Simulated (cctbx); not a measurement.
**Occupancies in YAg2Au**

Cell a = 5.0340 Å, b = 6.3780 Å, c = 5.2500 Å, α = 90.00°, β = 90.00°, γ = 90.00°; space group Pmmn (no. 59, origin choice 1); nominal formula YAg2Au.

Simulated single-crystal data (cctbx): synchrotron X-rays, λ = 0.6889 Å, to d = 0.6 Å, 95 % of the full sphere, strongest reflection 40000 counts, noise from counting, a 1.5 % proportional error and a noise floor of 8 counts (s.d.); no absorption.

With every site full:

```text
Rint 0.018, 477 unique reflections to 0.60 A
cycle     R1     wR2    GooF  max shift (A)
   1  0.3129  0.5477  39.142   0.00208
   2  0.0726  0.1896  13.552   0.00006
final R1 0.0727 wR2 0.1896 GooF 13.551  parameters 14  data/parameter 34.1
atom        x        y        z      Ueq    occ   su(xyz)  su(Uiso or U11)
Au1    0.00000  0.50000  0.33561   0.0018  1.000  0.00021  0.0004
Ag1    0.50000  0.24089  0.16346   0.0188  1.000  0.00053  0.0011
Y1     0.50000  0.50000  0.66305   0.0039  1.000  0.00057  0.0010
difference map: max 14.22 min -21.68 rms 2.28
Q1    0.0000  0.5000  0.3361    2   14.23  0.00 A from Au1
Q2    0.0000  0.0000  0.3309    2    8.43  0.03 A from Y1
Q3    0.1342  0.3268  0.7800    8    2.32  0.86 A from Ag1
Q4    0.0000  0.2352  0.2271    4    2.16  1.61 A from Y1
Q5    0.0000  0.3251  0.9870    4    2.12  0.90 A from Ag1
Q6    0.0000  0.2284  0.9941    4    2.12  0.85 A from Ag1
```

With the occupancies of the suspect sites free, each still typed as its main element:

```text
Rint 0.018, 477 unique reflections to 0.60 A
cycle     R1     wR2    GooF  max shift (A)
   1  0.2343  0.4430  31.688   0.00202
   3  0.0059  0.0134   0.959   0.00001
final R1 0.0059 wR2 0.0134 GooF 0.956  parameters 15  data/parameter 31.8
atom        x        y        z      Ueq    occ   su(xyz)  su(Uiso or U11)
Au1    0.00000  0.50000  0.33559   0.0036  1.000  0.00001  0.0000
Ag1    0.50000  0.24059  0.16325   0.0058  0.601  0.00004  0.0001
Y1     0.50000  0.50000  0.66328   0.0053  1.000  0.00004  0.0001
su of occupancy Ag1: 0.001
difference map: max 0.58 min -0.79 rms 0.16
Q1    0.2165  0.5000  0.5631    4    0.60  1.52 A from Y1
Q2    0.0000  0.5000  0.9121    2    0.58  1.58 A from Ag1
Q3    0.0000  0.0000  0.9194    2    0.57  1.71 A from Ag1
Q4    0.0000  0.4360  0.2216    4    0.57  0.72 A from Au1
Q5    0.0000  0.2222  0.2248    4    0.53  1.53 A from Y1
Q6    0.1365  0.1525  0.2755    8    0.53  1.23 A from Y1
```

**Question.** What is the disorder?

X-rays count electrons. Ag1 refines to 0.601(0.001), or 28.2 electrons; the site truly holds 0.6 Ag, 28.2 electrons, which is 0.600 of Ag. A value under 1 can't tell vacancies from a lighter guest, and one over 1 needs a heavier guest; chemistry or a second radiation must settle which. Occupancy correlates with U and the scale, so the match is approximate.

Freeing them takes R1 from 0.0727 to 0.0059 and GooF from 13.55 to 0.96.

The model is made up (kin elements in a known structure type, no relaxation), so it says nothing on whether the phase exists.

[Middle refinement cycles are left out of these outputs.]

[Logs are printed without paths, hosts, clocks, repeated set-up lines and the standing remarks that a program may print on its own settings, such as how far it seeks lower states.]
